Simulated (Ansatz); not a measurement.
# Ti2CO2 monolayer: phonons and vibrational spectra

Aim: the phonons of Ti2CO2 monolayer at a cell relaxed beforehand at this level. After the zone centre comes a 4×4×1 q mesh on a 20×20×1 k mesh.

Method: DFT PBE, scalar-relativistic, plane waves, PAW, in Ansatz 0.2.0.

## (1) Set-up

The cell holds 5 atoms: 1 C, 2 Ti and 2 O. Its edges and angles: a = 3.029 Å, b = 3.029 Å, c = 32.600 Å, α = 90.0°, β = 90.0°, γ = 120.0°. Vacuum lies along c.

## (2) Zone-centre response

The cell comes from relaxations at this level that are not shown. The zone centre comes first: it holds the modes that light can see, as far as symmetry allows. The response to a homogeneous field gives the Born charges and the dielectric tensor.

input.yaml

```yaml
crystal:
  lattice:
    - [3.0293073563, 0.0, 0.0]
    - [-1.5146536781, 2.6234571264, 0.0]
    - [0.0, 0.0, 32.6]
  atoms:
    - { symbol: C, position: [0.0, 0.0, 0.3067484663] }
    - { symbol: Ti, position: [0.3333333333, 0.6666666667, 0.3468395062] }
    - { symbol: Ti, position: [0.6666666667, 0.3333333333, 0.2666574264] }
    - { symbol: O, position: [0.6666666667, 0.3333333333, 0.3746427594] }
    - { symbol: O, position: [0.3333333333, 0.6666666667, 0.2388541732] }
  periodic: [true, true, false]
kpoints:
  mp_grid: { grid: [18, 18, 1] }
hamiltonian:
  xc: pbe
scf:
  occupations: { method: fixed }
output:
  eigenvalues: true
phonons:
  method: dfpt
  dielectric: true
```

On the command line:

```bash
$ ansatz run input.yaml --threads 8 --pin off --max-ram 14336MiB --backend cpu --events-out ev --progress --plain --runs-dir out
```

Numbers of over 12 decimals in the logs are rounded to 6 here.

The program printed:

```text
Warning: phonons.dielectric: true without phonons.rigid_motions: the static dielectric tensor ε⁰ will be withheld (ε∞, Z* and the rows of modes are given); for a crystal or a slab, whose only rigid motions are the translations, set phonons.rigid_motions: translations
Warning: crystal.symmetry: narrowed to the stabiliser of the run's FFT grids — unitary ops 12 → 6. A phonons.method: dfpt run fills in the rows of the dynamical matrix that it does not solve by its symmetry operations, which is exact only for operations that map its FFT grids onto themselves: filled in by any other, the frequencies could depend on the order in which like atoms are typed, or, by more than the grids' own error, on where the crystal sits among the grids' points. Excluded: 6 operations. The run can therefore solve more perturbations, solve them on more k-points, or both, and cost more. [rest of the remark cut]
Engine: ansatz 0.2.0, aarch64-unknown-linux-gnu
Pseudopotentials: kind: paw
Pseudopotential: C, paw, valence charge 4, recommended cutoff 420 eV (normal), C.paw.azcp
Pseudopotential: Ti, paw, valence charge 12, recommended cutoff 420 eV (normal), Ti.paw.azcp
Pseudopotential: O, paw, valence charge 6, recommended cutoff 420 eV (normal), O.paw.azcp
Functional definition: PBE
  parameter kappa = 0.804
  parameter beta = 0.066725
  exchange = pbe_x(kappa = kappa, mu = beta*pi^2/3)
  correlation = pbe_c(beta = beta)
Crystal: 5 atoms, lattice volume = 259.081 Å³
Basis set: ecut = 420 eV, 4993 PW (Γ), exchange–correlation on 48×48×450 points (8 copies of the dense FFT grid, shifted against one another)
Bands: 25, of which v1, the nominal top of the filled ones, is band 20 counted from 1 (19 counted from 0)
Symmetry: 12 space group operations
k-points: 91 of 324 (irreducible under 2 space group operations, time reversal used)
Non-local potential: C, projectors of the file, l = 0: 2, l = 1: 2, l = 2: 1
Non-local potential: Ti, projectors of the file, l = 0: 3, l = 1: 2, l = 2: 3, l = 3: 1
Non-local potential: O, projectors of the file, l = 0: 2, l = 1: 2, l = 2: 1
PAW form: soft (Blöchl's): semilocal exchange-correlation on the pseudo side does not see the compensation charge
PAW one-centre angular grid: C, 110 points (default); XC on 64 Gauss nodes
PAW one-centre angular grid: Ti, 590 points (default); XC on 64 Gauss nodes
PAW one-centre angular grid: O, 110 points (default); XC on 64 Gauss nodes
Initial density: superposition of atomic densities (neutral atoms: chi_scale 0, normalization atom), corrected by the library's trained network
Initial wavefunctions: pseudopotential atomic-orbital guess
Functional: x = pbe(κ = 0.804, μ = 0.219515), c = pbe(β = 0.066725)
SCF iter   1: F=—  HF=-6390.427603 eV  |F-HF|=—  |Δ(HF+E_count)|=         —  Δρ=2.75e-3  dr2=2.92e-2  ethr=1.77e-3  ⟨swp⟩=5.9  Hψ=12028  notcnv=0  defer=237
preconditioner: auto → Resta (q_TF=auto, 1.998 Å⁻¹)  ε∞=2.7  [insulator: Δε(μ)=0.345 eV  Ē_g=8.672 eV  n_scr=20 (ndim 8)  ℏωp=11.3 eV  f_vac=0.775  ε∞_Penn≈2.7  vacuum switching on, ρ_ref=5.5e-3 e/Å³]
SCF iter   2: F=—  HF=-6390.421391 eV  |F-HF|=—  |Δ(HF+E_count)|=   6.21e-3  Δρ=1.86e-3  dr2=9.12e-3  ethr=7.29e-5  ⟨swp⟩=3.5  Hψ=5740  notcnv=0  defer=272
SCF iter   3: F=—  HF=-6390.421233 eV  |F-HF|=—  |Δ(HF+E_count)|=   1.58e-4  Δρ=1.45e-3  dr2=6.82e-3  ethr=2.28e-5  ⟨swp⟩=3.3  Hψ=4545  notcnv=0  defer=272
SCF iter   4: F=—  HF=-6390.421036 eV  |F-HF|=—  |Δ(HF+E_count)|=   1.97e-4  Δρ=2.82e-4  dr2=2.73e-4  ethr=1.70e-5  ⟨swp⟩=2.2  Hψ=3436  notcnv=0  defer=272
SCF iter   5: F=—  HF=-6390.421067 eV  |F-HF|=—  |Δ(HF+E_count)|=   3.05e-5  Δρ=1.88e-4  dr2=1.43e-4  ethr=6.82e-7  ⟨swp⟩=4.1  Hψ=5561  notcnv=0  defer=271
SCF iter   6: F=—  HF=-6390.421040 eV  |F-HF|=—  |Δ(HF+E_count)|=   2.72e-5  Δρ=6.76e-5  dr2=1.75e-5  ethr=3.58e-7  ⟨swp⟩=2.4  Hψ=3269  notcnv=0  defer=265
SCF iter   7: F=—  HF=-6390.421040 eV  |F-HF|=—  |Δ(HF+E_count)|=   4.08e-7  Δρ=2.97e-5  dr2=2.04e-6  ethr=4.38e-8  ⟨swp⟩=3.2  Hψ=3945  notcnv=0  defer=253
SCF iter   8: F=—  HF=-6390.421035 eV  |F-HF|=—  |Δ(HF+E_count)|=   5.30e-6  Δρ=8.50e-6  dr2=2.27e-7  ethr=5.10e-9  ⟨swp⟩=3.7  Hψ=5077  notcnv=0  defer=252
SCF iter   9: F=—  HF=-6390.421035 eV  |F-HF|=—  |Δ(HF+E_count)|=   5.47e-8  Δρ=1.74e-6  dr2=8.30e-9  ethr=5.67e-10  ⟨swp⟩=2.8  Hψ=3800  notcnv=0  defer=248
SCF iter  10: F=—  HF=-6390.421035 eV  |F-HF|=—  |Δ(HF+E_count)|=  5.74e-10  Δρ=1.99e-7  dr2=1.53e-10  ethr=2.07e-11  ⟨swp⟩=3.8  Hψ=5040  notcnv=0  defer=244
SCF iter  11: F=-6390.421035 eV  HF=-6390.421035 eV  |F-HF|=5.00e-11  |Δ(HF+E_count)|=  1.17e-10  Δρ=1.37e-7  dr2=5.74e-11  ethr=1.00e-12  ⟨swp⟩=23.7  Hψ=20392  notcnv=0
SCF 1 converged in 11 iterations: F = -6390.421035 eV  dr2 = 5.74e-11
  greatest PAW one-centre occupation: 0.999 electrons in one spin orbital (limit 2), on the Ti atom at site 2 (counted from 0), in its partial waves of l = 0
DFPT response loops at Γ: preconditioner auto → none (the input reference at scf.mixing.eps_inf says where Resta's filter doesn't serve); β = 0.50; Broyden in place of MSR1
── the response to a field inside a basis, on 20×20×1 k-points: an SCF that follows is theirs, and a resumed run solves both again ──
Bands: 21, of which v1, the nominal top of the filled ones, is band 20 counted from 1 (19 counted from 0)
k-points: 110
Initial density: handed on by an earlier stage of this run
Initial wavefunctions: pseudopotential atomic-orbital guess (no wavefunctions were taken with the density)
Eigensolver: Dense (110 Hₖ)
SCF iter   1: F=—  HF=-6390.411875 eV  |F-HF|=—  |Δ(HF+E_count)|=         —  Δρ=1.69e-4  dr2=1.64e-5  ethr=1.00e-1
preconditioner: auto → Resta (q_TF=auto, 1.998 Å⁻¹)  ε∞=3.2  [insulator: Δε(μ)=0.362 eV  Ē_g=7.629 eV  n_scr=20 (ndim 8)  ℏωp=11.3 eV  f_vac=0.775  ε∞_Penn≈3.2  vacuum switching on, ρ_ref=4.2e-3 e/Å³]
SCF iter   2: F=—  HF=-6390.411877 eV  |F-HF|=—  |Δ(HF+E_count)|=   2.04e-6  Δρ=8.58e-5  dr2=1.36e-5  ethr=4.09e-8
SCF iter   3: F=—  HF=-6390.411878 eV  |F-HF|=—  |Δ(HF+E_count)|=   9.43e-7  Δρ=6.56e-5  dr2=7.54e-6  ethr=3.39e-8
SCF iter   4: F=—  HF=-6390.411877 eV  |F-HF|=—  |Δ(HF+E_count)|=   9.38e-7  Δρ=5.65e-6  dr2=1.16e-7  ethr=1.89e-8
SCF iter   5: F=-6390.411877 eV  HF=-6390.411877 eV  |F-HF|=6.90e-8  |Δ(HF+E_count)|=   6.27e-9  Δρ=4.62e-6  dr2=8.59e-8  ethr=2.91e-10
SCF 1 converged in 5 iterations: F = -6390.411877 eV  dr2 = 8.59e-8
DFPT response loops at Γ: mixed as the last ones told, above
SCF converged after 11 iterations
Free energy (F): -6390.421035 eV
Harris-Foulkes:  -6390.421035 eV  (|F-HF|=5.00e-11)
Internal energy: -6390.421035 eV  (E = F + TS)
E sigma→0 (E₀):  -6390.421035 eV
Fermi energy:    -5.795810 eV
--- Per-component energies (eV) ---
  E_band       = -1034.836771
  E_kinetic    = 984.300784
  E_local      = -116393.267064  (includes V_loc(G=0)·N_el)
  E_nonlocal   = 130.499011
  E_hartree    = 57575.932348
  E_xc         = -393.311141
  E_vxc        = -495.424131  (∫ρ·V_xc dr)
  E_paw        = -2505.960650  (= ΣΔE_a)
  E_vpaw       = -412.815388  (= ΣTr[D̂ρ^β])
  E_aug_tail   = 0.005240  (compensation charges beyond the density's cutoff)
  E_ewald      = 54211.380437
  E_smearing   = -0.000000  (= −TS)
  E_closure    = 0.000000  (closes the sum)
  Σ components = -6390.421035   (vs F -6390.421035, Δ=0.00e0)
--- Band table (eV; the first three rows and the last of 91) ---
  k-point 0: bands = [... 16 lower, -10.2654, -6.9146, -5.7958, -5.7958, -5.1558, -5.1558, -4.3459, -4.3459, ... 1 higher]
  k-point 1: bands = [... 16 lower, -10.1804, -6.8534, -6.1998, -6.0603, -4.9858, -4.8896, -4.4621, -4.3373, ... 1 higher]
  k-point 2: bands = [... 16 lower, -9.9930, -6.9281, -6.7393, -6.4654, -4.9993, -4.5600, -4.3553, -4.2248, ... 1 higher]
  k-point 90: bands = [... 16 lower, -9.8748, -8.6793, -8.4872, -8.2052, -4.8090, -4.1277, -4.0071, -3.5493, ... 1 higher]
--- Phonons (Γ-DFPT): 10 representative perturbations + reference, on 91 of 324 k-points (Σ response iterations 48) ---
  ASR residual: 2.485e-4 → 0.000e0 eV/Å²; symmetrization residual: 6.470e-6 eV/Å²
  The last average, over the group as it would stand without the narrowing to the FFT grids, took up to 1.920e-6 eV/Å² of the zone centre's force constants
  ASR residual per site (eV/Å²): 2.49e-4 9.52e-5 9.51e-5 9.84e-5 9.44e-5
  Γ frequencies (cm⁻¹): 0.00 0.00 0.00 126.76 126.76 226.14 226.14 284.71 405.54 405.54 508.89 508.89 577.24 586.95 748.22
  ε∞ (high-frequency dielectric tensor):
        5.164359    -0.000000     0.000000
       -0.000000     5.164359     0.000000
        0.000000     0.000000     1.166479
  α∞ (the layer's polarisability for a field applied outside it; Å, Gaussian; ε∞ is over the cell's 32.600 Å):
       10.803285    -0.000000     0.000000
       -0.000000    10.803285     0.000000
        0.000000     0.000000     0.431884
  ε⁰ (static dielectric tensor): not given — the deck does not say what the cell's rigid motions are, and on a molecule in a box or a wire the rigid rotations would enter the sum over the modes at Γ. For a crystal or a slab, whose only rigid motions are the translations, set phonons.rigid_motions: translations.
  Born effective charges Z* (e; rows j = field, columns β = displacement):
    site 0:
        -5.76090    0.00000   -0.00000
         0.00000   -5.76090   -0.00000
        -0.00000   -0.00000   -0.23753
    site 1:
         7.00711   -0.00000    0.00000
        -0.00000    7.00711    0.00000
         0.00000    0.00000    0.44649
    site 2:
         7.00711   -0.00000    0.00000
        -0.00000    7.00711    0.00000
         0.00000    0.00000    0.44649
    site 3:
        -4.12665    0.00000   -0.00000
         0.00000   -4.12665   -0.00000
        -0.00000   -0.00000   -0.32773
    site 4:
        -4.12665    0.00000   -0.00000
         0.00000   -4.12665   -0.00000
        -0.00000   -0.00000   -0.32773
  Z* charge neutrality: 2.510e-3 e pre-enforcement
  solved inside a basis spanned on kpoints, on 20×20×1 k-points transformed towards the longest dipole: ε∞ is read to err by 2.5e-2, Z* by 2.7e-2 e (field_mesh: kpoints solves on kpoints); Z* is corrected for what the basis lacks
  optical modes at Γ without the LO–TO term, one row a degenerate level:
      ω (cm⁻¹)  modes    IR ((D/Å)²/amu)
        126.76      2             0.0000
        226.14      2           306.1496
        284.71      1             0.0000
        405.54      2             0.0000
        508.89      2            14.2310
        577.24      1             0.4476
        586.95      1             0.0000
        748.22      1             0.1627
```

The job ended after 2.3 min (8 threads of Arm Neoverse V2, shared host; peak memory 2.9 GiB; 17 min of CPU time).

The column dr2 measures how far the density is from self-consistency, as an energy; F and HF (Harris–Foulkes) agree once it is small.

This run has no spin polarisation, although Ti can carry a moment.

Numbers from this step:

- gap on the k-mesh: 0.3349 eV
- sum-rule residual before enforcement: 2.49e-4 eV/Å²
- miss of the charge sum rule: 0.002510 e
- estimated error of the dielectric tensor: 0.02505
- estimated error of the Born charges: 0.02708 e
- point group: -3m
- area per atom: 1.589 Å²
- highest optical mode at the zone centre (no LO-TO term): 748.2 cm⁻¹
- lowest optical zone-centre mode: 126.8 cm⁻¹
- largest Born charge (third of the trace): 4.820 e

Without the LO-TO term. Patterns of degenerate modes are one choice out of their space. Modes at Γ, with each element's share of the kinetic energy:

```csv
mode,frequency (cm⁻¹),symmetry,C %,Ti %,O %
1,0.0,acoustic,9,69,23
2,0.0,acoustic,9,69,23
3,0.0,acoustic,9,69,23
4,126.8,Eg,0,89,11
5,126.8,Eg,0,89,11
6,226.1,Eu,22,31,47
7,226.1,Eu,22,31,47
8,284.7,A1g,0,68,32
9,405.5,Eg,0,11,89
10,405.5,Eg,0,11,89
11,508.9,Eu,70,0,30
12,508.9,Eu,70,0,30
13,577.2,A2u,1,23,77
14,587.0,A1g,0,32,68
15,748.2,A2u,91,9,1
```

Displacements in mode 4 (126.8 cm⁻¹), the largest set to 1:
```
C1   0.00  0.00  0.00
Ti2  0.00  1.00  0.00
Ti3  0.00 -1.00  0.00
O4   0.00  0.60  0.00
O5   0.00 -0.60  0.00
```

Displacements in mode 11 (508.9 cm⁻¹), the largest set to 1:
```
C1   0.05  1.00  0.00
Ti2  0.00  0.01  0.00
Ti3  0.00  0.01  0.00
O4  -0.02 -0.40  0.00
O5  -0.02 -0.40  0.00
```

High-frequency dielectric tensor, averaged over the cell of height 32.6 Å or as lengthened by the program, vacuum included. Tensor:

```csv
,x,y,z
x,5.164,0,0
y,0,5.164,0
z,0,0,1.167
```

Born charge (rows field, columns displacement) (e), principal values of the symmetric part by kind of site:

```csv
atom,atoms with these values,low,middle,high,mean
C1,1,-5.76,-5.76,-0.24,-3.92
Ti2,2,0.45,7.01,7.01,4.82
O4,2,-4.13,-4.13,-0.33,-2.86
```

In full for C1:

```
-5.76  0.00  0.00
 0.00 -5.76  0.00
 0.00  0.00 -0.24
```

Transverse modes. Lines of the infrared spectrum (strongest = 100):

```csv
position (cm⁻¹),label,relative intensity
127,Eg,0.0
226,Eu,100
285,A1g,0.0
406,Eg,0.0
509,Eu,4.6
577,A2u,0.1
587,A1g,0.0
748,A2u,0.1
```

Before it was imposed, the acoustic sum rule was missed by 2.5e-4 eV/Å² and the charge sum rule by 0.0025 e. Small misses are needed for a sound result but don't prove that mesh and cutoff are converged. The lowest optical mode is real, 127 cm⁻¹.

(Part 1 of 2 ends here.)

[Logs are printed without paths, hosts, clocks, repeated set-up lines and the standing remarks that a program may print on its own settings, such as how far it seeks lower states.]

[Hosts, paths, dates, database ids (printed as entryN), source tags and the programs' standing remarks are cut or masked in the printed files.]
